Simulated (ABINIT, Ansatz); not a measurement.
**MoS2 (P6_3/mmc): one start, several treatments of the self-energy**

Aim: compare treatments of exchange, screening and correlation for the gap of MoS2 (P6_3/mmc).

Main program and level: ABINIT 10.8.3; PBE and many-body steps on it, plane waves.

The database entry behind the starting cell differs from later determinations by our own check (about 0.3 % long), so it need not match the best structure at ambient conditions.

## (1) The starting structure

It takes space group P6_3/mmc (No. 194, hexagonal). The conventional cell has a = 3.169 Å, b = 3.169 Å, c = 12.324 Å, α = 90.00°, β = 90.00°, γ = 120.00°. Nearest to Mo lie 6 S at 2.41 Å. Nearest to S lie 3 Mo at 2.41 Å. Farther neighbours and most contacts between anions are not listed.

The cell and positions come from the Crystallography Open Database and are kept as given unless a step says otherwise.

## (2) Empty states on the mesh, 6×6×1 mesh, 618 bands

This step: ABINIT 10.8.3; DFT, PBE, plane waves, norm-conserving pseudopotentials.

The sums over transitions need many empty states on a uniform mesh; this step solves for them.

run.abi

```
acell 3*1.0 Angstrom
rprim 
  3.169000000004 -0.000000000001 0.000000000000
  -1.584500000001 2.744434504597 0.000000000000
  0.000000000000 0.000000000000 12.324000000000
ntypat 2
znucl 42 16
natom 6
typat 1 1 2 2 2 2
xred 
  0.333333333333 0.666666666667 0.250000000000
  0.666666666667 0.333333333333 0.750000000000
  0.333333333333 0.666666666667 0.623000000000
  0.666666666667 0.333333333333 0.123000000000
  0.333333333333 0.666666666667 0.877000000000
  0.666666666667 0.333333333333 0.377000000000
pp_dirpath "pseudos"
pseudos "Mo.upf, S.upf"
ecut 36
ngkpt 6 6 1
nshiftk 1
shiftk 0 0 0
kptopt 1
chksymbreak 0
iscf -2
irdden 1
istwfk *1
nband 618
nbdbuf 56
tolwfr 1e-09
nstep 60
prtvol 0
indata_prefix "in"
outdata_prefix "out"
tmpdata_prefix "tmp"
```

On the command line:

```
$ OMP_NUM_THREADS=1 mpirun -n 4 abinit run.abi > log
```

Numbers of over 12 decimals in the logs are rounded to 6 here.

The program printed:

```text
.Version 10.8.3 of ABINIT. v10.8.2 released Aug 2026.

 Symmetries : space group P6_3/m m c (#194); Bravais hP (primitive hexag.)
[... echo of the input left out ...]
== DATASET  1 ==================================================================
-   mpi_nproc: 4, omp_nthreads: 1 (-1 if OMP is not activated)

--- !DatasetInfo
iteration_state: {dtset: 1, }
dimensions: {natom: 6, nkpt: 7, mband: 618, nsppol: 1, nspinor: 1, nspden: 1, mpw: 7481, }
cutoff_energies: {ecut:  36.0, pawecutdg:  -1.0, }
[...]
6.25738    6.25741    6.26430    6.26441    6.27355    6.27359    6.27659    6.27678
   6.28332    6.28599    6.29871    6.29936    6.30005    6.36079    6.36631    6.36770
   6.37580    6.37761
 prteigrs : prtvol=0 or 1, do not print more k-points.

== END DATASET(S) ==============================================================
================================================================================

 -outvars: echo values of variables after computation  --------
            nband         618
             nkpt           7
          spgroup         194
 [... the other variables as echoed above ...]

 Calculation completed.
```

Wall time 12 min (4 MPI ranks of Arm Neoverse V2, shared host); peak memory 0.98 GiB; 48 min of CPU time.

Numbers from this step:

```yaml
gap: 0.8887 eV
k_of_the_valence_top: 0, 0, 0
k_of_the_conduction_bottom: 0.1667, 0.1667, 0
least_direct_gap: 1.654 eV
k_points_computed: 7
lowest_point_of_the_top_converged_band_above_the_valence_top: 153.8866 eV
```

On this mesh the gap is 0.889 eV.

The density comes from a self-consistent run that is not shown.

## (3) Screening, 6×6×1 mesh, 244 bands, screening to 176.9 eV

The RPA dielectric matrix is built and inverted for each q.

This step: RPA screening on PBE, plane waves, norm-conserving pseudopotentials.

run.abi, as its differences from that of step 2:

```diff
@@ -24,10 +24,11 @@
 chksymbreak 0
-iscf -2
-irdden 1
 istwfk *1
-nband 618
-nbdbuf 56
-tolwfr 1e-09
-nstep 60
-prtvol 0
+occopt 1
+irdwfk 1
+optdriver 3
+nband 244
+ecuteps 6.5
+inclvkb 2
+awtr 1
+symchi 1
 indata_prefix "in"
```

The program printed:

```text
.Version 10.8.3 of ABINIT. v10.8.2 released Aug 2026.

 Symmetries : space group P6_3/m m c (#194); Bravais hP (primitive hexag.)
[... echo of the input left out ...]
== DATASET  1 ==================================================================
-   mpi_nproc: 4, omp_nthreads: 1 (-1 if OMP is not activated)

--- !DatasetInfo
iteration_state: {dtset: 1, }
dimensions: {natom: 6, nkpt: 7, mband: 244, nsppol: 1, nspinor: 1, nspden: 1, mpw: 7481, }
cutoff_energies: {ecut:  36.0, pawecutdg:  -1.0, }
electrons: {nelect:   5.20000000E+01, charge:   0.00000000E+00, occopt:   1.00000000E+00, tsmear:   1.00000000E-02, }

 SCREENING: Calculation of the susceptibility and dielectric matrices

 Based on a program developped by R.W. Godby, V. Olevano, G. Onida, and L. Reining.
 Incorporated in ABINIT by V. Olevano, G.-M. Rignanese, and M. Torrent.
.Using double precision arithmetic ; gwpc =  8

[... cell and pseudopotentials left out ...]
--------------------------------------------------------------------------------

 ==== K-mesh for the wavefunctions ====
 Number of points in the irreducible wedge :     7
[... list of points left out ...]
 Together with 24 symmetry operations and time-reversal symmetry
 yields    36 points in the full Brillouin Zone.

 ==== Q-mesh for the screening function ====
 Number of points in the irreducible wedge :     7
[... list of points left out ...]
 Together with 24 symmetry operations and time-reversal symmetry
 yields    36 points in the full Brillouin Zone.

 setmesh: FFT mesh size selected  =    20x   20x   90
          total number of points  =        36000

 vcoul_init : cutoff-mode = AUXILIARY_FUNCTION
 q-points for optical limit:   1
     1)      0.000010    0.000020    0.000030

- screening: taking advantage of time-reversal symmetry
- Maximum band index for partially occupied states nbvw = 26
- Remaining bands to be divided among processors   nbcw = 218
- Number of bands treated by each node ~54

 Number of electrons calculated from density =   52.0000; Expected =   52.0000
 average of density, n =  0.071892
 r_s =    1.4919
 omega_plasma =   25.8640 [eV]

 calculating chi0 at frequencies [eV] :
  1    0.000000E+00    0.000000E+00
  2    0.000000E+00    2.586399E+01

--------------------------------------------------------------------------------
  q-point number  1        q = ( 0.000000, 0.000000, 0.000000) [r.l.u.]
--------------------------------------------------------------------------------
[... chi0 elements left out ...]
 For q-point:  0.000010 0.000020 0.000030
  dielectric constant =  14.4560
  dielectric constant without local fields =  16.2976

  Average fulfillment of the sum rule on Im[epsilon] for q-point    1 :     83.54  [%]
[... wings left out ...]
  q-point number  2        q = ( 0.166667, 0.000000, 0.000000) [r.l.u.]
--------------------------------------------------------------------------------
[... chi0 elements left out ...]
  Average fulfillment of the sum rule on Im[epsilon] for q-point    2 :     85.18  [%]

 [... 5 further q-points ...]
```

The job ended after 5 min (4 MPI ranks; peak memory 2.1 GiB; 20 min of CPU time).

Numbers from this step:

| Item | Value |
| --- | --- |
| ε∞ with local fields, on this mesh, along the program's q direction | 14.46 |
| the same without local fields | 16.30 |
| plasma frequency | 25.86 eV |
| plane waves in the screening matrix | 573 |

Local fields lower ε∞ by 11 %. On a Γ-centred mesh this coarse the value itself is usually too large, while a short band sum pulls it down.

## (4) G0W0, Godby-Needs plasmon pole

The self-energy is evaluated for the states that the input lists, and the levels follow from it, in one-shot runs by the linearised quasiparticle equation.

This step: G0W0 on PBE, plane waves, norm-conserving pseudopotentials.

run.abi, as its differences from that of step 3:

```diff
@@ -27,8 +27,19 @@
 irdwfk 1
-optdriver 3
+optdriver 4
 nband 244
+gwcalctyp 0
+ecutsigx 36
+symsigma 1
+nkptgw 3
+kptgw 
+  0.0000000000 0.0000000000 0.0000000000
+  0.1666666667 0.1666666667 0.0000000000
+  0.3333333333 0.3333333333 0.0000000000
+bdgw 
+  25 28
+  25 28
+  25 28
 ecuteps 6.5
-inclvkb 2
-awtr 1
-symchi 1
+irdscr 1
+ppmodel 1
 indata_prefix "in"
```

The program printed:

```text
.Version 10.8.3 of ABINIT. v10.8.2 released Aug 2026.

 Symmetries : space group P6_3/m m c (#194); Bravais hP (primitive hexag.)
[... echo of the input left out ...]
== DATASET  1 ==================================================================
-   mpi_nproc: 4, omp_nthreads: 1 (-1 if OMP is not activated)

--- !DatasetInfo
iteration_state: {dtset: 1, }
dimensions: {natom: 6, nkpt: 7, mband: 244, nsppol: 1, nspinor: 1, nspden: 1, mpw: 7481, }
cutoff_energies: {ecut:  36.0, pawecutdg:  -1.0, }
electrons: {nelect:   5.20000000E+01, charge:   0.00000000E+00, occopt:   1.00000000E+00, tsmear:   1.00000000E-02, }

 SIGMA: Calculation of the GW corrections

 Based on a program developped by R.W. Godby, V. Olevano, G. Onida, and L. Reining.
 Incorporated in ABINIT by V. Olevano, G.-M. Rignanese, and M. Torrent.
.Using double precision arithmetic ; gwpc =  8

[... cell and pseudopotentials left out ...]
--------------------------------------------------------------------------------

 ==== K-mesh for the wavefunctions ====
 Number of points in the irreducible wedge :     7
[... list of points left out ...]
 Together with 24 symmetry operations and time-reversal symmetry
 yields    36 points in the full Brillouin Zone.

 ==== Q-mesh for screening function ====
 Number of points in the irreducible wedge :     7
[... list of points left out ...]
 Together with 24 symmetry operations and time-reversal symmetry
 yields    36 points in the full Brillouin Zone.

 vcoul_init : cutoff-mode = AUXILIARY_FUNCTION
 q-points for optical limit:   1
     1)      0.000010    0.000020    0.000030
 setmesh: FFT mesh size selected  =    32x   32x  128
          total number of points  =       131072

 Number of electrons calculated from density =   52.0000; Expected =   52.0000
 average of density, n =  0.071892
 r_s =    1.4919
 omega_plasma =   25.8640 [eV]

 === KS Band Gaps ===
  >>>> For spin  1
   Minimum direct gap =   1.6539 [eV], located at k-point      :   0.3333  0.3333  0.0000
   Fundamental gap    =   0.8888 [eV], Top of valence bands at :   0.0000  0.0000  0.0000
                                       Bottom of conduction at :   0.1667  0.1667  0.0000
 SIGMA fundamental parameters:
 PLASMON POLE MODEL  1
 number of plane-waves for SigmaX                 7437
 number of plane-waves for SigmaC and W            573
 number of plane-waves for wavefunctions          7437
 number of bands                                   244
 number of independent spin polarizations            1
 number of spinorial components                      1
 number of k-points in IBZ                           7
 number of q-points in IBZ                           7
 number of symmetry operations                      24
 number of k-points in BZ                           36
 number of q-points in BZ                           36
 number of frequencies for dSigma/dE                 9
 frequency step for dSigma/dE [eV]                0.25
 number of omega for Sigma on real axis              0
 max omega for Sigma on real axis  [eV]           0.00
 zcut for avoiding poles [eV]                     0.10

 EPSILON^-1 parameters (SCR file):
 dimension of the eps^-1 matrix on file            573
 dimension of the eps^-1 matrix used               573
 number of plane-waves for wavefunctions          7437
 number of bands                                   244
 number of q-points in IBZ                           7
 number of frequencies                               2
 number of real frequencies                          1
 number of imag frequencies                          1

 matrix elements of self-energy operator (all in [eV])

 Perturbative Calculation

--- !SelfEnergy_ee
iteration_state: {dtset: 1, }
kpoint     : [   0.000,    0.000,    0.000, ]
spin       : 1
KS_gap     :    2.100
QP_gap     :    2.474
Delta_QP_KS:    0.375
data: !SigmaeeData |
     Band     E0 <VxcDFT>   SigX SigC(E0)      Z dSigC/dE  Sig(E)    E-E0       E
       25   7.290 -15.411 -16.658   1.207   0.773  -0.293 -15.442  -0.031   7.259
       26   8.434 -16.391 -17.086   0.711   0.771  -0.296 -16.379   0.012   8.447
       27  10.534 -15.683 -11.194  -3.990   0.776  -0.289 -15.296   0.387  10.921
       28  10.534 -15.683 -11.194  -3.990   0.776  -0.289 -15.296   0.387  10.921

--- !SelfEnergy_ee
iteration_state: {dtset: 1, }
kpoint     : [   0.167,    0.167,    0.000, ]
spin       : 1
KS_gap     :    2.343
QP_gap     :    2.662
Delta_QP_KS:    0.319
data: !SigmaeeData |
     Band     E0 <VxcDFT>   SigX SigC(E0)      Z dSigC/dE  Sig(E)    E-E0       E
       25   6.952 -16.023 -17.484   1.453   0.770  -0.298 -16.029  -0.006   6.945
       26   6.980 -16.154 -17.551   1.428   0.770  -0.299 -16.130   0.024   7.003
[...]
--- !SelfEnergy_ee
iteration_state: {dtset: 1, }
kpoint     : [   0.333,    0.333,    0.000, ]
spin       : 1
KS_gap     :    1.654
QP_gap     :    2.137
Delta_QP_KS:    0.483
data: !SigmaeeData |
     Band     E0 <VxcDFT>   SigX SigC(E0)      Z dSigC/dE  Sig(E)    E-E0       E
[...]
26   7.832 -16.516 -17.090   0.681   0.773  -0.294 -16.433   0.083   7.915
       27   9.486 -17.609 -13.378  -3.496   0.771  -0.296 -17.043   0.566  10.053
       28   9.486 -17.609 -13.378  -3.496   0.771  -0.296 -17.043   0.566  10.053

== END DATASET(S) ==============================================================
================================================================================

 -outvars: echo values of variables after computation  --------
           etotal      0.0000000000E+00
            nband         244
             nkpt           7
          spgroup         194
 [... the other variables as echoed above ...]

 Calculation completed.
```

It took 2.2 min on 4 MPI ranks; peak memory 2.1 GiB.

This step gave:

- G0W0 gap on the points computed: 1.219 eV
- starting gap on the mesh: 0.8887 eV
- k of the valence top: 0, 0, 0
- k of the conduction bottom: 0.1667, 0.1667, 0
- Z at the valence top: 0.771
- Z at the conduction bottom: 0.78
- least direct G0W0 gap on the computed points: 2.138 eV

The gap on the mesh goes from 0.89 eV to 1.22 eV, a correction of +0.33 eV.

## (5) G0W0, Engel-Farid plasmon pole

run.abi, as its differences from that of step 4:

```diff
@@ -43,3 +43,3 @@
 irdscr 1
-ppmodel 1
+ppmodel 4
 indata_prefix "in"
```

The program printed:

```text
.Version 10.8.3 of ABINIT. v10.8.2 released Aug 2026.

 Symmetries : space group P6_3/m m c (#194); Bravais hP (primitive hexag.)
[... echo of the input left out ...]
== DATASET  1 ==================================================================
-   mpi_nproc: 4, omp_nthreads: 1 (-1 if OMP is not activated)

--- !DatasetInfo
iteration_state: {dtset: 1, }
dimensions: {natom: 6, nkpt: 7, mband: 244, nsppol: 1, nspinor: 1, nspden: 1, mpw: 7481, }
cutoff_energies: {ecut:  36.0, pawecutdg:  -1.0, }
electrons: {nelect:   5.20000000E+01, charge:   0.00000000E+00, occopt:   1.00000000E+00, tsmear:   1.00000000E-02, }

 SIGMA: Calculation of the GW corrections

 Based on a program developped by R.W. Godby, V. Olevano, G. Onida, and L. Reining.
 Incorporated in ABINIT by V. Olevano, G.-M. Rignanese, and M. Torrent.
.Using double precision arithmetic ; gwpc =  8

[... cell and pseudopotentials left out ...]
--------------------------------------------------------------------------------

 ==== K-mesh for the wavefunctions ====
 Number of points in the irreducible wedge :     7
[... list of points left out ...]
 Together with 24 symmetry operations and time-reversal symmetry
 yields    36 points in the full Brillouin Zone.

 ==== Q-mesh for screening function ====
 Number of points in the irreducible wedge :     7
[... list of points left out ...]
 Together with 24 symmetry operations and time-reversal symmetry
 yields    36 points in the full Brillouin Zone.

 vcoul_init : cutoff-mode = AUXILIARY_FUNCTION
 q-points for optical limit:   1
     1)      0.000010    0.000020    0.000030
 setmesh: FFT mesh size selected  =    32x   32x  128
          total number of points  =       131072

 Number of electrons calculated from density =   52.0000; Expected =   52.0000
[...]
number of plane-waves for wavefunctions          7437
 number of bands                                   244
 number of q-points in IBZ                           7
 number of frequencies                               2
 number of real frequencies                          1
 number of imag frequencies                          1

 matrix elements of self-energy operator (all in [eV])

 Perturbative Calculation

--- !SelfEnergy_ee
iteration_state: {dtset: 1, }
kpoint     : [   0.000,    0.000,    0.000, ]
spin       : 1
KS_gap     :    2.100
QP_gap     :    2.501
Delta_QP_KS:    0.401
data: !SigmaeeData |
     Band     E0 <VxcDFT>   SigX SigC(E0)      Z dSigC/dE  Sig(E)    E-E0       E
       25   7.290 -15.411 -16.658   0.994   0.787  -0.271 -15.609  -0.199   7.091
       26   8.434 -16.391 -17.086   0.494   0.784  -0.276 -16.549  -0.158   8.276
       27  10.534 -15.683 -11.194  -4.180   0.787  -0.270 -15.440   0.243  10.777
[...]
--- !SelfEnergy_ee
iteration_state: {dtset: 1, }
kpoint     : [   0.167,    0.167,    0.000, ]
spin       : 1
KS_gap     :    2.343
QP_gap     :    2.710
Delta_QP_KS:    0.366
data: !SigmaeeData |
     Band     E0 <VxcDFT>   SigX SigC(E0)      Z dSigC/dE  Sig(E)    E-E0       E
[...]
--- !SelfEnergy_ee
iteration_state: {dtset: 1, }
kpoint     : [   0.333,    0.333,    0.000, ]
spin       : 1
KS_gap     :    1.654
QP_gap     :    2.180
Delta_QP_KS:    0.526
data: !SigmaeeData |
     Band     E0 <VxcDFT>   SigX SigC(E0)      Z dSigC/dE  Sig(E)    E-E0       E
[...]
27   9.486 -17.609 -13.378  -3.673   0.786  -0.272 -17.171   0.438   9.924
       28   9.486 -17.609 -13.378  -3.673   0.786  -0.272 -17.171   0.438   9.924

== END DATASET(S) ==============================================================
================================================================================

 -outvars: echo values of variables after computation  --------
           etotal      0.0000000000E+00
            nband         244
             nkpt           7
          spgroup         194
 [... the other variables as echoed above ...]

 Calculation completed.
```

The job ended after 44 s (4 MPI ranks; peak memory 1.9 GiB).

Numbers from this step:

- G0W0 gap on the points computed: 1.252 eV
- starting gap on the mesh: 0.8887 eV
- k of the valence top: 0, 0, 0
- k of the conduction bottom: 0.1667, 0.1667, 0
- Z at the valence top: 0.784
- Z at the conduction bottom: 0.793
- least direct G0W0 gap on the computed points: 2.180 eV

Against G0W0 in ABINIT (6×6×1 mesh, 244 bands, screening to 176.9 eV, Godby-Needs plasmon pole), the gap moves by +0.033 eV.

## (6) G0W0, von der Linden-Horsch plasmon pole

run.abi, as its differences from that of step 5:

```diff
@@ -43,3 +43,3 @@
 irdscr 1
-ppmodel 4
+ppmodel 3
 indata_prefix "in"
```

The program printed:

```text
.Version 10.8.3 of ABINIT. v10.8.2 released Aug 2026.

 Symmetries : space group P6_3/m m c (#194); Bravais hP (primitive hexag.)
[... echo of the input left out ...]
== DATASET  1 ==================================================================
-   mpi_nproc: 4, omp_nthreads: 1 (-1 if OMP is not activated)

--- !DatasetInfo
iteration_state: {dtset: 1, }
dimensions: {natom: 6, nkpt: 7, mband: 244, nsppol: 1, nspinor: 1, nspden: 1, mpw: 7481, }
cutoff_energies: {ecut:  36.0, pawecutdg:  -1.0, }
[...]
Band     E0 <VxcDFT>   SigX SigC(E0)      Z dSigC/dE  Sig(E)    E-E0       E
[...]
27   9.486 -17.609 -13.378  -3.731   0.815  -0.227 -17.202   0.407   9.894
       28   9.486 -17.609 -13.378  -3.731   0.815  -0.227 -17.202   0.407   9.894

== END DATASET(S) ==============================================================
================================================================================

 -outvars: echo values of variables after computation  --------
           etotal      0.0000000000E+00
            nband         244
             nkpt           7
          spgroup         194
 [... the other variables as echoed above ...]

 Calculation completed.
```

Elapsed: 43 s, on 4 MPI ranks; peak memory 1.9 GiB.

Numbers from this step:

* G0W0 gap on the points computed: 1.241 eV
* starting gap on the mesh: 0.8887 eV
* k of the valence top: 0, 0, 0
* k of the conduction bottom: 0.1667, 0.1667, 0
* least direct G0W0 gap on the computed points: 2.241 eV

Against G0W0 in ABINIT (6×6×1 mesh, 244 bands, screening to 176.9 eV, Godby-Needs plasmon pole), the gap moves by +0.022 eV.

[end of part 1 of 2]

[Paths, hosts, dates, memory and timing lines, banners, echoed tables and standing remarks are left out of the program output.]

[Logs are printed without paths, hosts, clocks, repeated set-up lines and the standing remarks that a program may print on its own settings, such as how far it seeks lower states.]

[Runs of the session that timed out or met a known fault of the program may be left out.]

[Hosts, paths, dates, database ids (printed as entryN), source tags and the programs' standing remarks are cut or masked in the printed files.]

[G0W0 gaps are taken among the corrected bands and points alone; a level outside them can change the order at an edge.]

[Where Ansatz stands beside ABINIT at settings called matched, ABINIT's density can come from a denser mesh and the files from another edition; pairs whose starting gaps differed by over 0.03 eV were left out, so agreement reads better than it is.]
